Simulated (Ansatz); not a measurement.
# W(100) with 4 thermally displaced layers, 2x2: scattering by thermal displacements, part 2 of 2

Aim: the resistivity of W at 800 K from frozen thermal displacements between perfect leads.

Ansatz 0.2.0; Ansatz plane-wave DFT, PBE, PAW files; ballistic transport by layer matching (Landauer), zero bias; PAW set soft_1.

So far, open channels per spin nearest the Fermi level: step 2 (with 4 displaced layers) 5.66.

**3. With 8 displaced layers**

Each atom of 8 layers is moved at random, by amounts drawn from a normal law 0.0631 Å wide in each direction from the Debye model (400 K) at 800 K. A fresh draw is used; the growth of the resistance with length is what counts.

System of this step: W(100) with 8 thermally displaced layers, 2x2. The cell holds 72 atoms: 72 W. Cell: a = 6.330 Å, b = 6.330 Å, c = 28.483 Å, α = 90.0°, β = 90.0°, γ = 90.0°. It derives from W. Regions: lead, 40 atoms (40 W); scattering region, 32 atoms (32 W). The structure is stacked along c, and the current runs across the ab planes.

input.yaml

```yaml
crystal:
  lattice:
    - [6.3296, 0.0, 0.0]
    - [0.0, 6.3296, 0.0]
    - [0.0, 0.0, 28.4832]
  atoms:
    - { symbol: W, position: [0.0, 0.0, 0.0277777778] }
    - { symbol: W, position: [0.0, 0.5, 0.0277777778] }
    - { symbol: W, position: [0.5, 0.0, 0.0277777778] }
    - { symbol: W, position: [0.5, 0.5, 0.0277777778] }
    - { symbol: W, position: [0.25, 0.25, 0.0833333333] }
    - { symbol: W, position: [0.25, 0.75, 0.0833333333] }
    - { symbol: W, position: [0.75, 0.25, 0.0833333333] }
    - { symbol: W, position: [0.75, 0.75, 0.0833333333] }
    - { symbol: W, position: [0.0, 0.0, 0.1388888889] }
    - { symbol: W, position: [0.0, 0.5, 0.1388888889] }
    - { symbol: W, position: [0.5, 0.0, 0.1388888889] }
    - { symbol: W, position: [0.5, 0.5, 0.1388888889] }
    - { symbol: W, position: [0.25, 0.25, 0.1944444444] }
    - { symbol: W, position: [0.25, 0.75, 0.1944444444] }
    - { symbol: W, position: [0.75, 0.25, 0.1944444444] }
    - { symbol: W, position: [0.75, 0.75, 0.1944444444] }
    - { symbol: W, position: [0.0, 0.0, 0.25] }
    - { symbol: W, position: [0.0, 0.5, 0.25] }
    - { symbol: W, position: [0.5, 0.0, 0.25] }
    - { symbol: W, position: [0.5, 0.5, 0.25] }
    - { symbol: W, position: [0.2679690268, 0.263116495, 0.3063476482] }
    - { symbol: W, position: [0.2379485515, 0.7499555757, 0.307010557] }
    - { symbol: W, position: [0.7371502256, 0.2539408423, 0.3065082991] }
    - { symbol: W, position: [0.7569421449, 0.7381899225, 0.3040889677] }
    - { symbol: W, position: [0.995647111, 0.9883327071, 0.3649662205] }
    - { symbol: W, position: [0.9950539184, 0.5032810555, 0.3605380147] }
    - { symbol: W, position: [0.5157931371, 0.0131689291, 0.3625148646] }
    - { symbol: W, position: [0.4780227788, 0.5005189231, 0.3626264231] }
    - { symbol: W, position: [0.2600132456, 0.2438371596, 0.4207049459] }
    - { symbol: W, position: [0.2368303729, 0.7434020955, 0.4187390977] }
    - { symbol: W, position: [0.7504892577, 0.2699713308, 0.4170844978] }
    - { symbol: W, position: [0.7436846906, 0.7462342821, 0.4142482664] }
    - { symbol: W, position: [0.987256758, 0.0062875565, 0.4735103096] }
    - { symbol: W, position: [0.0129115852, 0.4924737626, 0.4759659352] }
    - { symbol: W, position: [0.4971336715, 0.0157027292, 0.471263002] }
    - { symbol: W, position: [0.4926644854, 0.5024912928, 0.4745083197] }
    - { symbol: W, position: [0.2516058667, 0.2441600913, 0.5248051181] }
    - { symbol: W, position: [0.2360216103, 0.755013625, 0.5299713632] }
    - { symbol: W, position: [0.7483613695, 0.2392845708, 0.5297127756] }
    - { symbol: W, position: [0.7372296915, 0.7428880486, 0.5291541926] }
    - { symbol: W, position: [0.9775576907, 0.0038535475, 0.5820441931] }
    - { symbol: W, position: [0.0010899266, 0.4992449731, 0.5837812967] }
    - { symbol: W, position: [0.5069234862, 0.9924362219, 0.586482777] }
    - { symbol: W, position: [0.5072418662, 0.508415165, 0.5859151207] }
    - { symbol: W, position: [0.2578551953, 0.2584186161, 0.6390564335] }
    - { symbol: W, position: [0.2357697373, 0.7486530961, 0.6371833479] }
    - { symbol: W, position: [0.7358099522, 0.2525777394, 0.6376287642] }
    - { symbol: W, position: [0.7397290046, 0.7395973848, 0.6394838046] }
    - { symbol: W, position: [0.0035772986, 0.0131898389, 0.6944136042] }
    - { symbol: W, position: [0.0103910325, 0.5139858162, 0.6969936547] }
    - { symbol: W, position: [0.4764090883, 0.0122545645, 0.6951971732] }
    - { symbol: W, position: [0.5042265827, 0.5037025235, 0.6952927818] }
    - { symbol: W, position: [0.25, 0.25, 0.75] }
    - { symbol: W, position: [0.25, 0.75, 0.75] }
    - { symbol: W, position: [0.75, 0.25, 0.75] }
    - { symbol: W, position: [0.75, 0.75, 0.75] }
    - { symbol: W, position: [0.0, 0.0, 0.8055555556] }
    - { symbol: W, position: [0.0, 0.5, 0.8055555556] }
    - { symbol: W, position: [0.5, 0.0, 0.8055555556] }
    - { symbol: W, position: [0.5, 0.5, 0.8055555556] }
    - { symbol: W, position: [0.25, 0.25, 0.8611111111] }
    - { symbol: W, position: [0.25, 0.75, 0.8611111111] }
    - { symbol: W, position: [0.75, 0.25, 0.8611111111] }
    - { symbol: W, position: [0.75, 0.75, 0.8611111111] }
    - { symbol: W, position: [0.0, 0.0, 0.9166666667] }
    - { symbol: W, position: [0.0, 0.5, 0.9166666667] }
    - { symbol: W, position: [0.5, 0.0, 0.9166666667] }
    - { symbol: W, position: [0.5, 0.5, 0.9166666667] }
    - { symbol: W, position: [0.25, 0.25, 0.9722222222] }
    - { symbol: W, position: [0.25, 0.75, 0.9722222222] }
    - { symbol: W, position: [0.75, 0.25, 0.9722222222] }
    - { symbol: W, position: [0.75, 0.75, 0.9722222222] }
kpoints:
  mp_grid: { grid: [4, 4, 1] }
hamiltonian:
  xc: pbe
  pseudopotentials: { kind: paw, azcp: { folder: soft_1 } }
scf:
  occupations: { method: fermi_dirac, width: 0.1 }
output:
  transmission: { leads: [[0, 4]], kmesh: [8, 8], e_range: [-0.05, 0.05], de: 0.05 }
  write_potential: true
  write_density: true
  volumetric_format: npy
```

Launch:

```sh
$ ansatz run input.yaml --threads 4 --pin off --max-ram 15360MiB --backend cpu --events-out ev --progress --plain --runs-dir out
```

Numbers of over 12 decimals in the logs are rounded to 6 here.

The program printed:

```text
[...]
Crystal: 72 atoms, lattice volume = 1141.146 Å³
Basis set: ecut = 420 eV, 22299 PW (Γ)
Bands: 605, of which v1, the nominal top of the filled ones, is band 504 counted from 1 (503 counted from 0)
Symmetry: 1 space group operations
[...]
k-points: 10 of 16 (time reversal used)
[...]
SCF iter   1: F=—  HF=-747796.948974 eV  |F-HF|=—  |Δ(HF+E_count)|=         —  Δρ=6.30e-2  dr2=4.24e1  ethr=3.10e-3  ⟨swp⟩=4.9  Hψ=21925  notcnv=0
[...]
SCF iter   8: F=-747783.088827 eV  HF=-747783.088827 eV  |F-HF|=4.30e-8  |Δ(HF+E_count)|=   2.44e-9  Δρ=9.07e-7  dr2=4.84e-8  ethr=9.92e-12  ⟨swp⟩=7.3  Hψ=13115  notcnv=0
SCF 1 converged in 8 iterations: F = -747783.088827 eV  dr2 = 4.84e-8
[...]
transmission: 123 of 1224 steps passed
transmission: 249 of 1224 steps passed
[...]
transmission: 1224 of 1224 steps passed
SCF converged after 8 iterations
Free energy (F): -747783.088827 eV
[...]
Internal energy: -747781.853737 eV  (E = F + TS)
E sigma→0 (E₀):  -747782.471282 eV
Entropy (-TS):   -1.235090 eV (-17.154 meV/atom)
Fermi energy:    22.413636 eV
[...]
--- Band table (eV; the first three rows and the last of 10) ---
  k-point 0: bands = [... 500 lower, 22.3496, 22.3648, 22.3816, 22.4116, 22.4360, 22.4447, 22.4794, 22.5016, ... 97 higher]
  k-point 1: bands = [... 500 lower, 22.2830, 22.2984, 22.3282, 22.3469, 22.3615, 22.3948, 22.4388, 22.4627, ... 97 higher]
  k-point 2: bands = [... 500 lower, 22.4037, 22.4165, 22.4974, 22.5171, 22.5364, 22.5477, 22.6002, 22.6257, ... 97 higher]
  k-point 9: bands = [... 500 lower, 21.6566, 21.6874, 21.7975, 21.8470, 22.4590, 22.5042, 22.5532, 22.5822, ... 97 higher]
--- Transmission ---
  basis      : 349 plane waves across, 36 finite elements along
  points     : 34, standing for a mesh of 8 x 8
[...]
channels       : 5.281250e0 a spin
[...]
slowest decay  : 0.0385 /Å at (0.5000, 0.5000)
  junction   : crystal 0 to crystal 0, 0.70 to 27.60 Å
    transmission   : 4.003904e0 a spin
[...]
```

Wall time 21 min (4 threads of Arm Neoverse V2, shared host); peak memory 8.2 GiB; 71 min of CPU time.

This step gave:

```
free energy                                    : -747783.0888 eV
energy at zero smearing                        : -747782.4713 eV
Fermi energy                                   : 22.41 eV
transmission per spin nearest the Fermi level  : 4.004
open channels per spin nearest the Fermi level : 5.281
step of the lead's potential                   : 4.3 meV
```

Per spin. The transmission, zone mean by energy, zero at the Fermi level:

| energy (eV) | transmission, zone mean |
| --- | --- |
| -0.0500 | 3.89 |
| 0.0000 | 4.00 |
| 0.0500 | 4.22 |

Over the solved energies the transmission per spin lies between 3.89 and 4.22, out of 5.20 channels of the lead on average (up to 5.66).

**4. With 12 displaced layers**

Each atom of 12 layers is moved at random, by amounts drawn from a normal law 0.0631 Å wide in each direction from the Debye model (400 K) at 800 K. A fresh draw is used; the growth of the resistance with length is what counts.

System of this step: W(100) with 12 thermally displaced layers, 2x2. The cell holds 88 atoms: 88 W. Cell: a = 6.330 Å, b = 6.330 Å, c = 34.813 Å, α = 90.0°, β = 90.0°, γ = 90.0°. It derives from W. Regions: lead, 40 atoms (40 W); scattering region, 48 atoms (48 W). The structure is stacked along c, and the current runs across the ab planes.

input.yaml

```yaml
crystal:
  lattice:
    - [6.3296, 0.0, 0.0]
    - [0.0, 6.3296, 0.0]
    - [0.0, 0.0, 34.8128]
  atoms:
    - { symbol: W, position: [0.0, 0.0, 0.0227272727] }
    - { symbol: W, position: [0.0, 0.5, 0.0227272727] }
    - { symbol: W, position: [0.5, 0.0, 0.0227272727] }
    - { symbol: W, position: [0.5, 0.5, 0.0227272727] }
    - { symbol: W, position: [0.25, 0.25, 0.0681818182] }
    - { symbol: W, position: [0.25, 0.75, 0.0681818182] }
    - { symbol: W, position: [0.75, 0.25, 0.0681818182] }
    - { symbol: W, position: [0.75, 0.75, 0.0681818182] }
    - { symbol: W, position: [0.0, 0.0, 0.1136363636] }
    - { symbol: W, position: [0.0, 0.5, 0.1136363636] }
    - { symbol: W, position: [0.5, 0.0, 0.1136363636] }
    - { symbol: W, position: [0.5, 0.5, 0.1136363636] }
    - { symbol: W, position: [0.25, 0.25, 0.1590909091] }
    - { symbol: W, position: [0.25, 0.75, 0.1590909091] }
    - { symbol: W, position: [0.75, 0.25, 0.1590909091] }
    - { symbol: W, position: [0.75, 0.75, 0.1590909091] }
    - { symbol: W, position: [0.0, 0.0, 0.2045454545] }
    - { symbol: W, position: [0.0, 0.5, 0.2045454545] }
    - { symbol: W, position: [0.5, 0.0, 0.2045454545] }
    - { symbol: W, position: [0.5, 0.5, 0.2045454545] }
    - { symbol: W, position: [0.2531857524, 0.2464202942, 0.2465515628] }
    - { symbol: W, position: [0.2489137135, 0.7419837924, 0.251958775] }
    - { symbol: W, position: [0.7471199197, 0.250832561, 0.2484593193] }
    - { symbol: W, position: [0.7449071874, 0.7498849723, 0.2473064115] }
    - { symbol: W, position: [0.0029989533, 0.9989420636, 0.2933043539] }
    - { symbol: W, position: [0.9760806636, 0.5051170455, 0.2949149047] }
    - { symbol: W, position: [0.4947138371, 0.9976446566, 0.2987485541] }
    - { symbol: W, position: [0.4995032984, 0.5008639175, 0.2927578783] }
    - { symbol: W, position: [0.2664301215, 0.259150781, 0.3428438772] }
    - { symbol: W, position: [0.2504754751, 0.7591424709, 0.3415817682] }
    - { symbol: W, position: [0.7561157847, 0.2484820679, 0.3382363334] }
    - { symbol: W, position: [0.7602615195, 0.7307012275, 0.3404739883] }
    - { symbol: W, position: [0.9979601471, 0.9895987905, 0.3874754776] }
    - { symbol: W, position: [0.9980019649, 0.4956427916, 0.3873063206] }
    - { symbol: W, position: [0.4952467275, 0.0138533166, 0.3870009672] }
    - { symbol: W, position: [0.495269129, 0.4806084185, 0.3839921487] }
    - { symbol: W, position: [0.260839761, 0.2494952885, 0.4313047611] }
    - { symbol: W, position: [0.2663893543, 0.7372071978, 0.4307561464] }
    - { symbol: W, position: [0.7452865363, 0.255847972, 0.430614923] }
    - { symbol: W, position: [0.7438819336, 0.7339906671, 0.4331407885] }
    - { symbol: W, position: [0.0080402194, 0.9952487451, 0.4775689289] }
    - { symbol: W, position: [0.9871074916, 0.4952942611, 0.479771512] }
    - { symbol: W, position: [0.5013537422, 0.0230429506, 0.4758452271] }
    - { symbol: W, position: [0.5057876024, 0.4980500769, 0.4782987848] }
    - { symbol: W, position: [0.2499280758, 0.2444027594, 0.5211539311] }
    - { symbol: W, position: [0.2805798345, 0.749228581, 0.5190702478] }
    - { symbol: W, position: [0.7435310301, 0.2567625878, 0.5218205544] }
    - { symbol: W, position: [0.7635687284, 0.7599976536, 0.5224510209] }
    - { symbol: W, position: [0.9952902438, 0.9899783821, 0.5669124945] }
    - { symbol: W, position: [0.985307263, 0.5120123281, 0.5710664048] }
    - { symbol: W, position: [0.4874716132, 0.9882142085, 0.5649747879] }
    - { symbol: W, position: [0.4903867744, 0.4690182234, 0.5661104025] }
    - { symbol: W, position: [0.2629350891, 0.2465523542, 0.615186072] }
    - { symbol: W, position: [0.2451231527, 0.7675604271, 0.6139976268] }
    - { symbol: W, position: [0.7461900108, 0.275457198, 0.6130479644] }
    - { symbol: W, position: [0.7378198433, 0.7520137966, 0.6135659399] }
    - { symbol: W, position: [0.0106352373, 0.9908078685, 0.6605501877] }
    - { symbol: W, position: [0.0085050863, 0.4933406646, 0.6593869368] }
    - { symbol: W, position: [0.4917143011, 0.0233964655, 0.6578140181] }
    - { symbol: W, position: [0.4954811561, 0.4893696152, 0.6584632506] }
    - { symbol: W, position: [0.2499413941, 0.2576577245, 0.7034383943] }
    - { symbol: W, position: [0.24814714, 0.735872312, 0.7030450382] }
    - { symbol: W, position: [0.7774856912, 0.2603850825, 0.7031284154] }
    - { symbol: W, position: [0.7366611558, 0.7402697965, 0.7045061202] }
    - { symbol: W, position: [0.0003463657, 0.9925759454, 0.7476669179] }
    - { symbol: W, position: [0.0141864247, 0.5045049905, 0.749320756] }
    - { symbol: W, position: [0.4977991838, 0.9947186041, 0.7446757571] }
    - { symbol: W, position: [0.5011535803, 0.4893226749, 0.7481817261] }
    - { symbol: W, position: [0.25, 0.25, 0.7954545455] }
    - { symbol: W, position: [0.25, 0.75, 0.7954545455] }
    - { symbol: W, position: [0.75, 0.25, 0.7954545455] }
    - { symbol: W, position: [0.75, 0.75, 0.7954545455] }
    - { symbol: W, position: [0.0, 0.0, 0.8409090909] }
    - { symbol: W, position: [0.0, 0.5, 0.8409090909] }
    - { symbol: W, position: [0.5, 0.0, 0.8409090909] }
    - { symbol: W, position: [0.5, 0.5, 0.8409090909] }
    - { symbol: W, position: [0.25, 0.25, 0.8863636364] }
    - { symbol: W, position: [0.25, 0.75, 0.8863636364] }
    - { symbol: W, position: [0.75, 0.25, 0.8863636364] }
    - { symbol: W, position: [0.75, 0.75, 0.8863636364] }
    - { symbol: W, position: [0.0, 0.0, 0.9318181818] }
    - { symbol: W, position: [0.0, 0.5, 0.9318181818] }
    - { symbol: W, position: [0.5, 0.0, 0.9318181818] }
    - { symbol: W, position: [0.5, 0.5, 0.9318181818] }
    - { symbol: W, position: [0.25, 0.25, 0.9772727273] }
    - { symbol: W, position: [0.25, 0.75, 0.9772727273] }
    - { symbol: W, position: [0.75, 0.25, 0.9772727273] }
    - { symbol: W, position: [0.75, 0.75, 0.9772727273] }
kpoints:
  mp_grid: { grid: [4, 4, 1] }
hamiltonian:
  xc: pbe
  pseudopotentials: { kind: paw, azcp: { folder: soft_1 } }
scf:
  occupations: { method: fermi_dirac, width: 0.1 }
output:
  transmission: { leads: [[0, 4]], kmesh: [8, 8], e_range: [-0.05, 0.05], de: 0.05 }
  write_potential: true
  write_density: true
  volumetric_format: npy
```

The program printed:

```text
[...]
Crystal: 88 atoms, lattice volume = 1394.734 Å³
Basis set: ecut = 420 eV, 27305 PW (Γ)
Bands: 740, of which v1, the nominal top of the filled ones, is band 616 counted from 1 (615 counted from 0)
Symmetry: 1 space group operations
[...]
k-points: 10 of 16 (time reversal used)
[...]
SCF iter   1: F=—  HF=-913972.254277 eV  |F-HF|=—  |Δ(HF+E_count)|=         —  Δρ=6.31e-2  dr2=5.85e1  ethr=3.10e-3  ⟨swp⟩=4.4  Hψ=26927  notcnv=0
[...]
SCF iter   8: F=-913955.207692 eV  HF=-913955.207692 eV  |F-HF|=8.17e-8  |Δ(HF+E_count)|=   1.58e-8  Δρ=1.09e-6  dr2=9.11e-8  ethr=8.12e-12  ⟨swp⟩=6.2  Hψ=16350  notcnv=0
SCF 1 converged in 8 iterations: F = -913955.207692 eV  dr2 = 9.11e-8
[...]
transmission: 192 of 1904 steps passed
transmission: 384 of 1904 steps passed
[...]
transmission: 1904 of 1904 steps passed
SCF converged after 8 iterations
Free energy (F): -913955.207692 eV
[...]
Internal energy: -913953.722084 eV  (E = F + TS)
E sigma→0 (E₀):  -913954.464888 eV
Entropy (-TS):   -1.485608 eV (-16.882 meV/atom)
Fermi energy:    22.398888 eV
[...]
--- Band table (eV; the first three rows and the last of 10) ---
  k-point 0: bands = [... 612 lower, 22.2344, 22.2623, 22.2877, 22.3083, 22.3357, 22.3439, 22.4101, 22.4744, ... 120 higher]
  k-point 1: bands = [... 612 lower, 22.3318, 22.3399, 22.3619, 22.3779, 22.3943, 22.4006, 22.4090, 22.4370, ... 120 higher]
  k-point 2: bands = [... 612 lower, 22.3951, 22.4033, 22.4097, 22.4368, 22.4874, 22.4950, 22.5211, 22.5468, ... 120 higher]
  k-point 9: bands = [... 612 lower, 21.6129, 21.7327, 21.7424, 21.9047, 22.3928, 22.4879, 22.5371, 22.5848, ... 120 higher]
--- Transmission ---
  basis      : 349 plane waves across, 56 finite elements along
  points     : 34, standing for a mesh of 8 x 8
[...]
channels       : 5.281250e0 a spin
[...]
slowest decay  : 0.0379 /Å at (0.5000, 0.5000)
  junction   : crystal 0 to crystal 0, 0.70 to 33.93 Å
    transmission   : 3.229790e0 a spin
[...]
```

Wall time 25 min (4 threads); peak memory 8.4 GiB.

This step gave:

```
free energy                                   : -913955.2077 eV
energy at zero smearing                       : -913954.4649 eV
Fermi energy                                  : 22.40 eV
transmission per spin nearest the Fermi level : 3.230
step of the lead's potential                  : 8.4 meV
```

Per spin. The transmission, zone mean by energy, zero at the Fermi level:

| energy (eV) | transmission, zone mean |
| --- | --- |
| -0.0500 | 3.17 |
| 0.0000 | 3.23 |
| 0.0500 | 3.37 |

Over the solved energies the transmission per spin lies between 3.17 and 3.37, out of 5.20 channels of the lead on average (up to 5.66).

**5. Resistance against length**

This step: Ansatz plane-wave DFT, PBE, PAW files; ballistic transport by layer matching (Landauer), zero bias; resistivity from the slope of the area resistance; PAW set soft_1 (Ansatz 0.2.0).

Numbers from this step:

- resistivity: 35.15 µΩ cm
- intercept: -0.1031 fΩ m²
- scatter about the fit: 0.03975 fΩ m²

Resistance, by row:

```csv
run,length (Å),T,channels N,RA (fΩ m²)
n4,6.33,4.684,5.406,0.1475
n8,12.66,4.038,5.198,0.2856
n12,18.99,3.258,5.198,0.5925
```

Table of area resistance by length of the displaced region:

```
length of the displaced region (Å)  area resistance (fΩ m²)
                              6.33                    0.147
                             12.66                    0.286
                             18.99                    0.592
```

The area resistance goes from 0.15 to 0.59 fΩ m² between 6.3 and 19.0 Å, a slope of 35 µΩ cm.

By hand from the end points: (0.5925 − 0.1475) fΩ m² / (18.99 − 6.33) Å = 35 µΩ cm, since 1 fΩ m² per Å is 1000 µΩ cm.

**6. Summary of results**

```
resistivity from the slope  : 35.2 µΩ cm
area resistance over 6.33 Å : 0.147 fΩ m²
area resistance over 12.7 Å : 0.286 fΩ m²
area resistance over 19.0 Å : 0.592 fΩ m²
```

The slope gives 35 µΩ cm. The points scatter by 0.040 fΩ m² about the line, with one random draw a length in a 2x2 cell, so the slope is a rough value. The mean square of the displacements drawn is 0.78, 0.99 and 1.2 of the nominal one at the three lengths; with each resistance scaled back by that, the slope is 25 µΩ cm, the value used below. The lead's own channel count moves between the runs (5.41, 5.20 and 5.20), which shifts RA and the slope too. Read with a model of isotropic scattering on a spherical Fermi surface and the lead's 1.0×10¹⁵ S/m², this slope means a mean free path near 31 Å; over these lengths the model's slope is 1.07 times its bulk resistivity, which would be 23 µΩ cm. Uncorrelated displacements put too much weight on short waves, which scatter strongly; with the sideways repeat of a small cell, one draw and three short lengths, the method is good to a factor of two or three. Spin-orbit coupling is left out, which matters for W.

[Logs are printed without paths, hosts, clocks, repeated set-up lines and the standing remarks that a program may print on its own settings, such as how far it seeks lower states.]

[Hosts, paths, dates, database ids (printed as entryN), source tags and the programs' standing remarks are cut or masked in the printed files.]
